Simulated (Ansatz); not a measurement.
**Dielectric response of PbF2 (111) films**

Wanted: ε of fluorite PbF2 (111) by finite fields on slabs, and the band edges against the vacuum where run.

Program: Ansatz 0.2.0. Level of theory: plane-wave DFT, PBE, Ansatz PAW, in the first sound run; inputs show where later runs differ. Results are calculated unless marked as measured.

### 1. The starting structure

The cell holds 6 atoms: 4 F and 2 Pb. Cell: a = 4.200 Å, b = 4.200 Å, c = 23.144 Å, α = 90.0°, β = 90.0°, γ = 120.0°. It derives from PbF2 (fluorite PbF2). Vacuum lies along c.

Coordinates:

```cif
data_structure
_symmetry_space_group_name_H-M 'P 1'
_symmetry_Int_Tables_number 1
_cell_length_a 4.2002
_cell_length_b 4.2002
_cell_length_c 23.1442
_cell_angle_alpha 90.000
_cell_angle_beta 90.000
_cell_angle_gamma 120.000
_cell_volume 353.60
loop_
_atom_site_label
_atom_site_type_symbol
_atom_site_fract_x
_atom_site_fract_y
_atom_site_fract_z
_atom_site_occupancy
F1 F 0.66667 0.33333 0.38887 1
Pb2 Pb 0.33333 0.66667 0.42591 1
F3 F 0.00000 0.00000 0.46296 1
F4 F 0.33333 0.66667 0.53704 1
Pb5 Pb 0.00000 0.00000 0.57409 1
F6 F 0.66667 0.33333 0.61113 1
```

### 2. Relaxing the slab, 6 atoms, units 2

The structure is relaxed first, because levels and dipoles at a surface follow the positions of the outer atoms.

Input file input.yaml:

```yaml
crystal:
  lattice:
    - [4.20021428, 0.0, 0.0]
    - [-2.10010714, 3.63749227, 0.0]
    - [0.0, 0.0, 23.1441908985]
  atoms:
    - { symbol: F, position: [0.66666667, 0.33333333, 0.388866478] }
    - { symbol: Pb, position: [0.33333333, 0.66666667, 0.4259109853] }
    - { symbol: F, position: [0.0, 0.0, 0.4629554927] }
    - { symbol: F, position: [0.33333333, 0.66666667, 0.5370445073] }
    - { symbol: Pb, position: [0.0, 0.0, 0.5740890147] }
    - { symbol: F, position: [0.66666667, 0.33333333, 0.611133522] }
kpoints:
  mp_grid: { grid: [6, 6, 1] }
hamiltonian:
  xc: pbe
scf:
  occupations: { method: fixed }
  convergence: { dr2_threshold: 1.0e-09 }
efield:
  axis: 3
  dipole_correction: true
  ramp_position: 0.97
  ramp_width: 0.06
relax:
  f_tol: 0.003
  max_steps: 100
output:
  eigenvalues: true
  write_potential: true
  write_density: true
  volumetric_format: npy
```

Run with:

```
> ansatz run input.yaml --threads 4 --pin off --max-ram 12288MiB --backend cpu --events-out ev --progress --plain --runs-dir out
```

Numbers of over 12 decimals in the logs are rounded to 6 here.

Output:

```text
Engine: ansatz 0.2.0, aarch64-unknown-linux-gnu
Pseudopotentials: kind: paw
Pseudopotential: F, paw, valence charge 7, recommended cutoff 420 eV (normal), F.paw.azcp
Pseudopotential: Pb, paw, valence charge 14, recommended cutoff 420 eV (normal), Pb.paw.azcp
Functional definition: PBE
  parameter kappa = 0.804
  parameter beta = 0.066725
  exchange = pbe_x(kappa = kappa, mu = beta*pi^2/3)
  correlation = pbe_c(beta = beta)
Crystal: 6 atoms, lattice volume = 353.603 Å³
Basis set: ecut = 420 eV, 6815 PW (Γ), exchange–correlation on 60×60×320 points (8 copies of the dense FFT grid, shifted against one another)
Bands: 34, of which v1, the nominal top of the filled ones, is band 28 counted from 1 (27 counted from 0)
Symmetry: 6 space group operations
k-points: 7 of 36 (time reversal used)
Non-local potential: F, projectors of the file, l = 0: 2, l = 1: 2, l = 2: 1
Non-local potential: Pb, projectors of the file, l = 0: 2, l = 1: 2, l = 2: 2, l = 3: 2
PAW form: soft (Blöchl's): semilocal exchange-correlation on the pseudo side does not see the compensation charge
PAW one-centre angular grid: F, 110 points (default); XC on 64 Gauss nodes
PAW one-centre angular grid: Pb, 590 points (default); XC on 64 Gauss nodes
Initial density: superposition of atomic densities (neutral atoms: chi_scale 0, normalization atom), corrected by the library's trained network
Initial wavefunctions: pseudopotential atomic-orbital guess
Functional: x = pbe(κ = 0.804, μ = 0.219515), c = pbe(β = 0.066725)
SCF iter   1: F=—  HF=-27049.006622 eV  |F-HF|=—  |Δ(HF+E_count)|=         —  Δρ=3.87e-4  dr2=3.28e-4  ethr=1.77e-3  p=0.000 e·Å  D=4.47e-14 V/Å  ΔV_dip=-0.00 eV  dr2_dipole=3.12e-8  V_vac-E_F(+/−)=7.10/7.10 eV  ⟨swp⟩=5.0  Hψ=848  notcnv=0  defer=26
efield: sawtooth ramp at fractional position 0.9700 (set: `efield.ramp_position`, or a place that a band, a saddle search or an elastic batch's reference lends), width 0.0600; the density the first Hamiltonian is built on has a dipole p = 0.000 e·Å; the dipole correction subtracts the counter field D = 4.47e-14 V/Å, which shifts the + side's vacuum level by -0.00 eV against the − side's; the planar-averaged density in the ramp window peaks in size at 8.4e-7 e/Å³
preconditioner: auto → Resta (q_TF=auto, 2.007 Å⁻¹)  ε∞=1.9  [insulator: Δε(μ)=4.236 eV  Ē_g=15.495 eV  n_scr=56 (ndim 8)  ℏωp=14.8 eV  f_vac=0.685  ε∞_Penn≈1.9  vacuum switching on, ρ_ref=1.7e-2 e/Å³]
SCF iter   2: F=—  HF=-27049.006329 eV  |F-HF|=—  |Δ(HF+E_count)|=   2.93e-4  Δρ=2.39e-4  dr2=1.29e-4  ethr=5.85e-7  p=-0.000 e·Å  D=-5.14e-5 V/Å  ΔV_dip=0.00 eV  dr2_dipole=4.48e-8  V_vac-E_F(+/−)=7.11/7.11 eV  ⟨swp⟩=3.0  Hψ=698  notcnv=0  defer=28
density mixer auto → msr1: gapped (density of states about μ 0.00 of a free-electron gas's, 56 screened modes)
SCF iter   3: F=—  HF=-27049.006721 eV  |F-HF|=—  |Δ(HF+E_count)|=   3.92e-4  Δρ=2.53e-4  dr2=1.56e-4  ethr=2.30e-7  p=0.000 e·Å  D=8.65e-5 V/Å  ΔV_dip=-0.00 eV  dr2_dipole=1.78e-7  V_vac-E_F(+/−)=7.10/7.10 eV  ⟨swp⟩=2.0  Hψ=435  notcnv=0  defer=28
SCF iter   4: F=—  HF=-27049.006709 eV  |F-HF|=—  |Δ(HF+E_count)|=   1.22e-5  Δρ=3.67e-5  dr2=4.05e-6  ethr=2.30e-7  p=0.000 e·Å  D=1.80e-5 V/Å  ΔV_dip=-0.00 eV  dr2_dipole=4.35e-9  V_vac-E_F(+/−)=7.10/7.10 eV  ⟨swp⟩=2.0  Hψ=429  notcnv=0  defer=26
SCF iter   5: F=—  HF=-27049.006468 eV  |F-HF|=—  |Δ(HF+E_count)|=   2.41e-4  Δρ=1.92e-5  dr2=1.09e-6  ethr=7.23e-9  p=0.000 e·Å  D=4.39e-6 V/Å  ΔV_dip=-0.00 eV  dr2_dipole=5.57e-10  V_vac-E_F(+/−)=7.10/7.10 eV  ⟨swp⟩=2.0  Hψ=408  notcnv=0  defer=17
SCF iter   6: F=—  HF=-27049.006467 eV  |F-HF|=—  |Δ(HF+E_count)|=   4.00e-7  Δρ=8.51e-6  dr2=2.18e-7  ethr=1.94e-9  p=0.000 e·Å  D=1.30e-6 V/Å  ΔV_dip=-0.00 eV  dr2_dipole=8.15e-12  V_vac-E_F(+/−)=7.10/7.10 eV  ⟨swp⟩=2.0  Hψ=407  notcnv=0  defer=17
SCF iter   7: F=—  HF=-27049.006468 eV  |F-HF|=—  |Δ(HF+E_count)|=   6.24e-7  Δρ=1.55e-6  dr2=8.38e-9  ethr=3.89e-10  p=0.000 e·Å  D=9.12e-7 V/Å  ΔV_dip=-0.00 eV  dr2_dipole=9.93e-12  V_vac-E_F(+/−)=7.10/7.10 eV  ⟨swp⟩=2.0  Hψ=308  notcnv=0  defer=17
iter 8 did not close the SCF: its close was put off until two iterations running show no level that it waits for move by more than its bar (scf_convergence_deferred on its scf_iter line)
SCF iter   8: F=-27049.006468 eV  HF=-27049.006468 eV  |F-HF|=8.40e-10  |Δ(HF+E_count)|=   9.21e-8  Δρ=4.68e-7  dr2=5.27e-10  ethr=1.79e-12  p=-0.000 e·Å  D=-2.89e-7 V/Å  ΔV_dip=0.00 eV  dr2_dipole=8.03e-14  V_vac-E_F(+/−)=7.10/7.10 eV  ⟨swp⟩=13.6  Hψ=2032  notcnv=0
iter 9 did not close the SCF: its close was put off until two iterations running show no level that it waits for move by more than its bar (scf_convergence_deferred on its scf_iter line)
SCF iter   9: F=-27049.006468 eV  HF=-27049.006468 eV  |F-HF|=5.82e-11  |Δ(HF+E_count)|=   1.04e-9  Δρ=2.07e-7  dr2=1.04e-10  ethr=1.00e-12  p=-0.000 e·Å  D=-2.50e-7 V/Å  ΔV_dip=0.00 eV  dr2_dipole=2.47e-12  V_vac-E_F(+/−)=7.10/7.10 eV  ⟨swp⟩=6.6  Hψ=1444  notcnv=0
SCF iter  10: F=-27049.006468 eV  HF=-27049.006468 eV  |F-HF|=9.09e-11  |Δ(HF+E_count)|=  2.18e-11  Δρ=4.32e-8  dr2=4.09e-12  ethr=1.00e-12  p=0.000 e·Å  D=9.50e-8 V/Å  ΔV_dip=-0.00 eV  dr2_dipole=1.94e-13  V_vac-E_F(+/−)=7.10/7.10 eV  ⟨swp⟩=6.3  Hψ=1273  notcnv=0
SCF 1 converged in 10 iterations: F = -27049.006468 eV  dr2 = 4.09e-12
  greatest PAW one-centre occupation: 0.984 electrons in one spin orbital (limit 2), on the Pb atom at site 1 (counted from 0), in its partial waves of l = 2
relax step   1: F+E_penalty+E_count = -27049.00646800 eV  Δ(F+E_penalty+E_count) = +0.000e0 eV  max|allowed force component| = 3.819e-1 eV/Å  Δτ_max = 0.0000 Å  (10 SCF iters, accepted)
Initial density: handed on by an earlier stage of this run
Initial wavefunctions: those handed on with the density
iter 1 solved again at ethr=9.03e-4 eV; its pass at ethr=3.10e-3 eV (dr2=5.06e-1 eV) is discarded
SCF iter   1: F=—  HF=-27049.180683 eV  |F-HF|=—  |Δ(HF+E_count)|=         —  Δρ=7.49e-3  dr2=5.07e-1  ethr=9.03e-4  p=0.000 e·Å  D=9.50e-8 V/Å  ΔV_dip=-0.00 eV  dr2_dipole=2.22e-12  V_vac-E_F(+/−)=7.13/7.13 eV  ⟨swp⟩=1.0  Hψ=1053  notcnv=0  defer=18
efield: sawtooth ramp at fractional position 0.9700 (set: `efield.ramp_position`, or a place that a band, a saddle search or an elastic batch's reference lends), width 0.0600; the density the first Hamiltonian is built on has a dipole p = 0.000 e·Å; the dipole correction subtracts the counter field D = 9.50e-8 V/Å, which shifts the + side's vacuum level by -0.00 eV against the − side's; the planar-averaged density in the ramp window peaks in size at 2.2e-7 e/Å³
[...]
SCF iter   9: F=—  HF=-27049.087499 eV  |F-HF|=—  |Δ(HF+E_count)|=   9.29e-9  Δρ=1.09e-6  dr2=5.04e-9  ethr=3.70e-11  p=0.000 e·Å  D=7.65e-8 V/Å  ΔV_dip=-0.00 eV  dr2_dipole=3.37e-14  V_vac-E_F(+/−)=6.60/6.60 eV  ⟨swp⟩=2.0  Hψ=395  notcnv=0  defer=13  κ⁻¹=1.8e-8(r=8)
SCF iter  10: F=-27049.087499 eV  HF=-27049.087499 eV  |F-HF|=1.31e-10  |Δ(HF+E_count)|=  6.44e-10  Δρ=4.11e-7  dr2=4.79e-10  ethr=1.79e-12  p=0.000 e·Å  D=3.60e-8 V/Å  ΔV_dip=-0.00 eV  dr2_dipole=3.18e-16  V_vac-E_F(+/−)=6.60/6.60 eV  ⟨swp⟩=13.3  Hψ=1731  notcnv=0
SCF 3 converged in 10 iterations: F = -27049.087499 eV  dr2 = 4.79e-10
relax step   3: F+E_penalty+E_count = -27049.08749921 eV  Δ(F+E_penalty+E_count) = -7.498e-2 eV  max|allowed force component| = 1.010e-1 eV/Å  Δτ_max = 0.0881 Å  (10 SCF iters, accepted)
[...]
relax step   4: F+E_penalty+E_count = -27049.09019870 eV  Δ(F+E_penalty+E_count) = -2.699e-3 eV  max|allowed force component| = 4.183e-2 eV/Å  Δτ_max = 0.0210 Å  (8 SCF iters, accepted)
[...]
relax step   5: F+E_penalty+E_count = -27049.09066072 eV  Δ(F+E_penalty+E_count) = -4.620e-4 eV  max|allowed force component| = 7.534e-3 eV/Å  Δτ_max = 0.0085 Å  (7 SCF iters, accepted)
[...]
relax step   6: F+E_penalty+E_count = -27049.09065508 eV  Δ(F+E_penalty+E_count) = +5.633e-6 eV  max|allowed force component| = 1.187e-2 eV/Å  Δτ_max = 0.0094 Å  (7 SCF iters, rejected (line search))
SCF iter   1: F=—  HF=-27049.090993 eV  |F-HF|=—  |Δ(HF+E_count)|=         —  Δρ=1.39e-4  dr2=1.34e-4  ethr=1.94e-6  p=-0.000 e·Å  D=-1.26e-7 V/Å  ΔV_dip=0.00 eV  dr2_dipole=1.20e-13  V_vac-E_F(+/−)=6.65/6.65 eV  ⟨swp⟩=2.0  Hψ=444  notcnv=0  defer=28
efield: sawtooth ramp at fractional position 0.9700 (set: `efield.ramp_position`, or a place that a band, a saddle search or an elastic batch's reference lends), width 0.0600; the density the first Hamiltonian is built on has a dipole p = -0.000 e·Å; the dipole correction subtracts the counter field D = -1.26e-7 V/Å, which shifts the + side's vacuum level by +0.00 eV against the − side's; the planar-averaged density in the ramp window peaks in size at 8.5e-7 e/Å³
preconditioner: auto → Resta (q_TF=auto, 2.007 Å⁻¹)  ε∞=1.9  [insulator: Δε(μ)=4.445 eV  Ē_g=15.575 eV  n_scr=56 (ndim 8)  ℏωp=14.8 eV  f_vac=0.688  ε∞_Penn≈1.9  vacuum switching on, ρ_ref=1.8e-2 e/Å³]
SCF iter   2: F=—  HF=-27049.090944 eV  |F-HF|=—  |Δ(HF+E_count)|=   4.93e-5  Δρ=7.70e-5  dr2=2.23e-5  ethr=2.39e-7  p=-0.000 e·Å  D=-2.55e-8 V/Å  ΔV_dip=0.00 eV  dr2_dipole=9.49e-14  V_vac-E_F(+/−)=6.66/6.66 eV  ⟨swp⟩=2.1  Hψ=346  notcnv=0  defer=15  κ⁻¹=1.0e0(r=1)
density mixer auto → broyden: gapped, where msr1 would fit the directions that read negative (density of states about μ 0.00 of a free-electron gas's, 56 screened modes)
SCF iter   3: F=—  HF=-27049.090935 eV  |F-HF|=—  |Δ(HF+E_count)|=   8.88e-6  Δρ=4.04e-5  dr2=5.42e-6  ethr=3.99e-8  p=0.000 e·Å  D=7.89e-8 V/Å  ΔV_dip=-0.00 eV  dr2_dipole=3.65e-14  V_vac-E_F(+/−)=6.66/6.66 eV  ⟨swp⟩=2.9  Hψ=406  notcnv=0  defer=13  κ⁻¹=2.4e-1(r=2)
SCF iter   4: F=—  HF=-27049.090700 eV  |F-HF|=—  |Δ(HF+E_count)|=   2.35e-4  Δρ=1.27e-5  dr2=3.47e-7  ethr=9.67e-9  p=0.000 e·Å  D=4.42e-8 V/Å  ΔV_dip=-0.00 eV  dr2_dipole=1.10e-14  V_vac-E_F(+/−)=6.66/6.66 eV  ⟨swp⟩=2.0  Hψ=309  notcnv=0  defer=13  κ⁻¹=1.7e-2(r=3)
SCF iter   5: F=—  HF=-27049.090700 eV  |F-HF|=—  |Δ(HF+E_count)|=   4.22e-8  Δρ=4.51e-6  dr2=3.53e-8  ethr=6.19e-10  p=0.000 e·Å  D=9.34e-9 V/Å  ΔV_dip=-0.00 eV  dr2_dipole=2.80e-15  V_vac-E_F(+/−)=6.66/6.66 eV  ⟨swp⟩=2.1  Hψ=319  notcnv=0  defer=13  κ⁻¹=6.5e-4(r=4)
SCF iter   6: F=—  HF=-27049.090700 eV  |F-HF|=—  |Δ(HF+E_count)|=   1.68e-8  Δρ=1.05e-6  dr2=1.89e-9  ethr=6.31e-11  p=-0.000 e·Å  D=-1.93e-8 V/Å  ΔV_dip=0.00 eV  dr2_dipole=7.29e-15  V_vac-E_F(+/−)=6.66/6.66 eV  ⟨swp⟩=2.1  Hψ=373  notcnv=0  defer=13  κ⁻¹=8.6e-5(r=5)
SCF iter   7: F=-27049.090700 eV  HF=-27049.090700 eV  |F-HF|=3.17e-10  |Δ(HF+E_count)|=  6.73e-10  Δρ=5.18e-7  dr2=2.82e-10  ethr=1.79e-12  p=0.000 e·Å  D=7.17e-10 V/Å  ΔV_dip=-0.00 eV  dr2_dipole=2.49e-14  V_vac-E_F(+/−)=6.66/6.66 eV  ⟨swp⟩=12.1  Hψ=1553  notcnv=0
SCF 7 converged in 7 iterations: F = -27049.090700 eV  dr2 = 2.82e-10
relax step   7: F+E_penalty+E_count = -27049.09070004 eV  Δ(F+E_penalty+E_count) = -3.932e-5 eV  max|allowed force component| = 8.248e-5 eV/Å  Δτ_max = 0.0046 Å  (7 SCF iters, accepted)
WARN: The output density's exchange-correlation potential varies sharply where the density is thin. Do not read a vacuum level from v_tot or v_xc, or from such a field of the output density. On a cell that repeats whose density bears no net charge and no dipole along the vacuum's axis use v_es (v_loc + v_h of the components); under efield.dipole_correction with no amplitude use v_es + v_field, which holds any externa [...]
SCF converged after 7 iterations
Stability not checked: this state was not tested for a lower state beside it, because the mixer in use, unlike msr1, does not test its closes by its own steps (another_mixer; see scf.mixing.algorithm and scf.lower_state_search)
Free energy (F): -27049.090700 eV
Harris-Foulkes:  -27049.090700 eV  (|F-HF|=3.17e-10)
Internal energy: -27049.090700 eV  (E = F + TS)
E sigma→0 (E₀):  -27049.090700 eV
Fermi energy:    -3.225329 eV
Dipole field:    D = 0.000000 V/Å  (p = 0.000000 e·Å, saw-weighted, corrected)
Work function:   Φ+ = 6.6633 eV   Φ− = 6.6632 eV
Levels:          The Fermi level and band energies are counted from a zero that moves with the ramp; work functions are not
--- Per-component energies (eV) ---
  E_band       = -706.905877
  E_kinetic    = 1394.763023
  E_local      = -42875.872546  (includes V_loc(G=0)·N_el)
  E_nonlocal   = 993.933085
  E_hartree    = 20686.846440
  E_xc         = -762.101010
  E_vxc        = -674.741718  (∫ρ·V_xc dr)
  E_paw        = -21604.374548  (= ΣΔE_a)
  E_vpaw       = -918.688350  (= ΣTr[D̂ρ^β])
  E_aug_tail   = 0.008253  (compensation charges beyond the density's cutoff)
  E_efield     = 0.000000  (sawtooth field / dipole correction)
  E_vefield    = 0.000000  (∫n·V_field dr)
  E_ewald      = 15117.706603
  E_smearing   = -0.000000  (= −TS)
  E_closure    = -0.000000  (closes the sum)
  Σ components = -27049.090700   (vs F -27049.090700, Δ=0.00e0)
--- Forces (eV/Å), atoms counted from 1 ---
  atom   1  F     -0.00000000    -0.00000000    -0.00007339
  atom   2  Pb     0.00000000     0.00000000     0.00003580
  atom   3  F      0.00000000     0.00000000    -0.00008199
  atom   4  F     -0.00000000    -0.00000000     0.00008250
  atom   5  Pb     0.00000000    -0.00000000    -0.00003626
  atom   6  F      0.00000000     0.00000000     0.00007343
  max |Σ_I F_I| component: 9.00e-8 eV/Å
--- Band table (eV; the first three rows and the last of 7) ---
  k-point 0: bands = [... 24 lower, -5.1542, -4.7556, -4.7239, -4.2960, 1.2214, 1.7730, 3.3131, 3.6613, ... 2 higher]
  k-point 1: bands = [... 24 lower, -4.8730, -4.7413, -4.4351, -3.9943, 1.4372, 1.8093, 2.8357, 3.7006, ... 2 higher]
  k-point 2: bands = [... 24 lower, -4.7831, -4.6387, -3.7727, -3.4963, 1.4884, 2.1555, 2.2464, 3.2349, ... 2 higher]
  k-point 6: bands = [... 24 lower, -4.6839, -4.5452, -3.2253, -3.2253, 2.4618, 2.4618, 2.8444, 2.8572, ... 2 higher]
--- Relaxed structure (7 steps of the walk, 6 accepted, 0 SCFs on fresh bases) ---
  F+E_penalty+E_count = -27049.09070004 eV   max|allowed force component| = 8.248e-5 eV/Å
  atoms:
    - { symbol: F, position: [0.666667, 0.333333, 0.395508] }
    - { symbol: Pb, position: [0.333333, 0.666667, 0.426377] }
    - { symbol: F, position: [0, 0, 0.468922] }
    - { symbol: F, position: [0.333333, 0.666667, 0.531078] }
    - { symbol: Pb, position: [0, 0, 0.573623] }
    - { symbol: F, position: [0.666667, 0.333333, 0.604492] }
```

Wall time 16 s (4 threads of Arm Neoverse V1, shared host); peak memory 0.66 GiB; 61 s of CPU time.

Relaxation path:

```csv
step,energy less that of the first step (eV),largest force component (eV/Å)
1,0.0000,0.3819
2,-0.0061,0.8313
3,-0.0810,0.1010
4,-0.0837,0.0418
5,-0.0842,0.0075
6,-0.0842,0.0119
7,-0.0842,0.0001
```

Relaxation step 6 was tried and not accepted.

Forces are held to the 6 operations that the run works with; a distortion that breaks them can't arise in this run.

The atoms that moved most (Å):

```csv
atom,dx,dy,dz,length
F1,0.000,0.000,0.154,0.154
F6,0.000,0.000,-0.154,0.154
F4,0.000,0.000,-0.138,0.138
F3,0.000,0.000,0.138,0.138
Pb2,0.000,0.000,0.011,0.011
Pb5,0.000,0.000,-0.011,0.011
```

The relaxed structure:

```xyz
6
Lattice="4.2002 0.0000 0.0000 -2.1001 3.6375 0.0000 0.0000 0.0000 23.1442" Properties=species:S:1:pos:R:3
F     2.1001    1.2125    9.1537
Pb    0.0000    2.4250    9.8681
F     0.0000    0.0000   10.8528
F     0.0000    2.4250   12.2914
Pb    0.0000    0.0000   13.2760
F     2.1001    1.2125   13.9905
```

This step gave:

* gap on the k-mesh: 4.447 eV
* dipole along the normal: 3.14e-7 e·Å
* ionisation energy, upper face: 6.663 eV
* electron affinity, upper face: 2.217 eV

Running mean over 3.429 Å of the planar mean; the ramp of the sawtooth is left out. The electron's electrostatic potential energy less the highest filled level by z:

```csv
z (Å),electron's electrostatic potential energy less the highest filled level (eV)
3.5,6.66
4.0,6.66
4.5,6.66
5.0,6.66
5.5,6.66
6.0,6.65
6.5,6.61
7.0,6.34
7.5,5.22
8.0,3.42
8.5,1.78
9.0,0.260
9.5,-0.653
10.0,-0.923
10.5,-1.21
11.0,-1.25
11.5,-1.05
12.0,-1.19
12.5,-1.26
13.0,-0.993
13.5,-0.784
14.0,-0.0768
14.5,1.31
15.0,2.93
15.5,4.72
16.0,6.13
16.5,6.58
17.0,6.65
17.5,6.66
18.0,6.66
18.5,6.66
19.0,6.66
19.5,6.66
20.0,6.66
```

The relaxation took 7 steps and lowered the energy by 0.084 eV; the largest force on the free atoms ends at 8.2e-5 eV/Å.

The gap is 4.45 eV, with the valence edge 6.66 eV and the conduction edge 2.22 eV under the upper vacuum level.

### 3. Single point, 6 atoms, units 2, field 0.1 V/Å

A sawtooth potential applies the field, turning back in the middle of the vacuum. With the dipole correction the typed value is the field outside the slab. The induced dipole is small, so the SCF threshold is tight.

Input file input.yaml:

```yaml
crystal:
  lattice:
    - [4.2002142813, 0.0, 0.0]
    - [-2.1001071406, 3.6374922689, 0.0]
    - [0.0, 0.0, 23.1441908985]
  atoms:
    - { symbol: F, position: [0.6666666667, 0.3333333333, 0.3955078795] }
    - { symbol: Pb, position: [0.3333333333, 0.6666666667, 0.4263767576] }
    - { symbol: F, position: [0.0, 0.0, 0.4689224554] }
    - { symbol: F, position: [0.3333333333, 0.6666666667, 0.5310775386] }
    - { symbol: Pb, position: [0.0, 0.0, 0.5736232443] }
    - { symbol: F, position: [0.6666666667, 0.3333333333, 0.6044921246] }
kpoints:
  mp_grid: { grid: [6, 6, 1] }
hamiltonian:
  xc: pbe
scf:
  occupations: { method: fixed }
  convergence: { dr2_threshold: 1.0e-10 }
efield:
  axis: 3
  dipole_correction: true
  ramp_position: 0.9262
  ramp_width: 0.1476
  amplitude: 0.1
output:
  write_potential: true
  write_density: true
  volumetric_format: npy
```

Output:

```text
[...]
Crystal: 6 atoms, lattice volume = 353.603 Å³
Basis set: ecut = 420 eV, 6815 PW (Γ)
Bands: 34, of which v1, the nominal top of the filled ones, is band 28 counted from 1 (27 counted from 0)
Symmetry: 6 space group operations
k-points: 7 of 36 (time reversal used)
[...]
SCF iter   1: F=—  HF=-27053.414672 eV  |F-HF|=—  |Δ(HF+E_count)|=         —  Δρ=6.15e-2  dr2=1.39e1  ethr=3.10e-3  p=0.055 e·Å  D=2.79e-2 V/Å  ΔV_dip=-0.65 eV  dr2_dipole=4.69e-4  V_vac-E_F(+/−)=9.83/8.56 eV  ⟨swp⟩=5.0  Hψ=834  notcnv=0  defer=26
[...]
SCF iter  13: F=-27049.092973 eV  HF=-27049.092973 eV  |F-HF|=3.64e-11  |Δ(HF+E_count)|=  1.20e-10  Δρ=1.55e-7  dr2=3.11e-11  ethr=1.00e-12  p=0.041 e·Å  D=2.09e-2 V/Å  ΔV_dip=-0.48 eV  dr2_dipole=2.69e-14  V_vac-E_F(+/−)=7.30/5.87 eV  ⟨swp⟩=10.6  Hψ=847  notcnv=0
SCF 1 converged in 13 iterations: F = -27049.092973 eV  dr2 = 3.11e-11
[...]
SCF converged after 13 iterations
[...]
Free energy (F): -27049.092973 eV
[...]
Internal energy: -27049.092973 eV  (E = F + TS)
E sigma→0 (E₀):  -27049.092973 eV
Fermi energy:    -3.176258 eV
Dipole field:    D = 0.020924 V/Å  (p = 0.040889 e·Å, saw-weighted, corrected)
Work function:   not extracted (applied field tilts the vacuum); planar V_es + V_field profile in the machine report
[...]
--- Band table (eV; the first three rows and the last of 7) ---
  k-point 0: bands = [... 24 lower, -5.1217, -4.8105, -4.6711, -4.2952, 1.2066, 1.7791, 3.0352, 3.6858, ... 2 higher]
  k-point 1: bands = [... 24 lower, -4.8841, -4.7343, -4.4331, -3.9905, 1.4193, 1.8191, 2.8285, 3.3888, ... 2 higher]
  k-point 2: bands = [... 24 lower, -4.8030, -4.6182, -3.7808, -3.4884, 1.4824, 2.1347, 2.2657, 3.2358, ... 2 higher]
  k-point 6: bands = [... 24 lower, -4.7050, -4.5239, -3.2749, -3.1763, 2.4342, 2.4815, 2.7984, 2.9020, ... 2 higher]
```

It took 3.1 s on 4 threads; peak memory 0.59 GiB.

This step gave:

* gap on the k-mesh: 4.383 eV
* dipole along the normal: 0.04089 e·Å

The dipole is 0.0409 e·Å, and the gap on the mesh 4.383 eV.

(Continued in part 2 of 5.)

[Logs are printed without paths, hosts, clocks, repeated set-up lines and the standing remarks that a program may print on its own settings, such as how far it seeks lower states.]

[Hosts, paths, dates, database ids (printed as entryN), source tags and the programs' standing remarks are cut or masked in the printed files.]

[Maps of the electrostatic potential energy from Ansatz leave out the sawtooth potential of an applied field or a dipole correction, so their vacuum need not be flat; planar profiles and work functions include it.]
